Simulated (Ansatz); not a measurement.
# CsPbCl3 (Pm-3m): refractive index against wavelength

The refractive index of CsPbCl3 (Pm-3m) below the direct gap (1.93 eV on the mesh) is read from one computed spectrum, n = √(Re ε).

Cell: a, b, c = 5.605, 5.605, 5.605 Å (primitive vectors), 5 atoms.

Method: Ansatz 0.2.0, PBE, independent particles, k-mesh 6×6×6 with interpolation inside its cells, Gaussian parameter 0.15 eV.

Launch of the response step: `ansatz run input.yaml --threads 4 --pin off --max-ram 8192MiB --backend cpu --events-out ev --progress --plain --runs-dir out`. The run took 9 s, on 4 threads of AMD EPYC 9R45 96-Core Processor (Zen 5), on a shared host.

```
wavelength (nm)  photon energy E (eV)       n
           3000                 0.413  2.0792
           2000                 0.620  2.0869
           1550                 0.800  2.0965
           1310                 0.946  2.1067
           1064                 1.165       ?
```

In the single-oscillator model n² − 1 = E₀E_d/(E₀² − E²), so 1/(n² − 1) = E₀/E_d − E²/(E₀E_d) is linear in E².

Working, on the rows shown:

| x = E² (eV²) | y = 1/(n² − 1) |
| --- | --- |
| 0.170801 | 0.300926 |
| 0.384302 | 0.298049 |
| 0.639837 | 0.294524 |
| 0.895757 | 0.290851 |

Means: x̄ = 0.52267, ȳ = 0.29609. Σ(x − x̄)(y − ȳ) = -0.004111, Σ(x − x̄)² = 0.2959. Slope = -0.004111 / 0.2959 = -0.01389; intercept = ȳ − slope · x̄ = 0.30335. Turned back into n, the line misses the rows shown by at most 0.00018.

What does the fit predict for the withheld row, and how well does it do?

At x = 1.3578 the line gives y = 0.28448, that is 2.1249. The run gave 2.1265, so the extrapolation is off by 0.0016, 3 % of the range in the table.

Refitted with all rows, the slope is -0.01433 and the intercept 0.30354. These give E₀ = √(intercept/−slope) = 4.60 eV and E_d = E₀/intercept = 15.2 eV; E₀ is 2.4 times the direct gap. The electronic limit at long wavelengths, without lattice vibrations, is n = √(1 + 1/intercept) = 2.072. Excitons are left out and so are local fields. Spin-orbit coupling is left out.

[Logs are printed without paths, hosts, clocks, repeated set-up lines and the standing remarks that a program may print on its own settings, such as how far it seeks lower states.]
